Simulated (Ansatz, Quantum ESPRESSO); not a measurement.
**Equation of state of C11b WSi2**

How stiff is C11b WSi2 under hydrostatic load? Each row relaxes cell and atoms at a set pressure. The phase is followed to these pressures whether or not it stays the stable one.

Calculated with Ansatz 0.2.0, PBEsol, PAW files of the set soft_1, cutoff 600 eV, Fermi–Dirac smearing 0.05 eV, k-mesh 19×19×19, no spin polarisation, no spin-orbit coupling.

Reference cell, relaxed at zero pressure with PBEsol (I4/mmm): a = 4.5169 Å, b = 4.5169 Å, c = 4.5169 Å, α = 138.47°, β = 138.47°, γ = 60.18°.

```csv
atom,x,y,z
W,0.0000,0.0000,0.0000
Si,0.3345,0.3345,0.0000
Si,0.6655,0.6655,0.0000
```

```csv
V (Å³/atom),V/V0,P (GPa),E − E0 (meV/atom)
13.6040,1.0180,−3.989,3.0
13.0901,0.9796,5.002,4.2
12.8440,0.9611,10.009,15.6
12.4151,0.9290,19.999,55.4
12.0489,0.9016,29.998,112.3
```

V0 = 13.3633 Å³ an atom, where the residual pressure P0 is −0.004 GPa. **Question.** Fit the Birch–Murnaghan law and give the pressure and the energy at V = 12.6206 Å³ an atom, a row left out above.

With the Eulerian strain f = ½[(V0/V)^(2/3) − 1] and F = (P − P0)/[3f(1 + 2f)^(5/2)], the third-order law is the line F = B0 + (3/2) B0 (B′ − 4) f.

| f | F (GPa) |
| --- | --- |
| 0.03573 | 235.52 |
| 0.02514 | 234.56 |
| 0.01339 | 233.37 |
| 0.00693 | 232.54 |
| −0.00592 | 231.34 |

A straight line through the 5 rows: the means are 0.01505 for f and 233.47 for F, Σ(Δx)² = 0.001038 and ΣΔxΔy = 0.1058, so the slope is 0.1058/0.001038 = 101.91 and the intercept 233.47 − (101.91)(0.01505) = 231.93.

Hence B0 = 231.9 GPa and B′ = 4 + (101.9)/(1.5 × 231.9) = 4.29. For the withheld volume f = 0.01943, F = 233.91 GPa and P = 14.99 GPa. The run itself gives 15.00 GPa, so the estimate misses by 0.01 GPa, a rounding's worth.

Integrating the same law gives E − E0 = (9/2) B0 V0 f²[1 + (B′ − 4) f] + P0(V0 − V), with 1 GPa Å³ = 6.2415 meV: 33.0 meV an atom. The run itself gives 33.0 meV, so the estimate misses by 0.0 meV, a rounding's worth.

The same fit over all rows at other levels or in other programs gives B0 = 233 GPa with PBEsol (Quantum ESPRESSO, GBRV).

[Logs are printed without paths, hosts, clocks, repeated set-up lines and the standing remarks that a program may print on its own settings, such as how far it seeks lower states.]
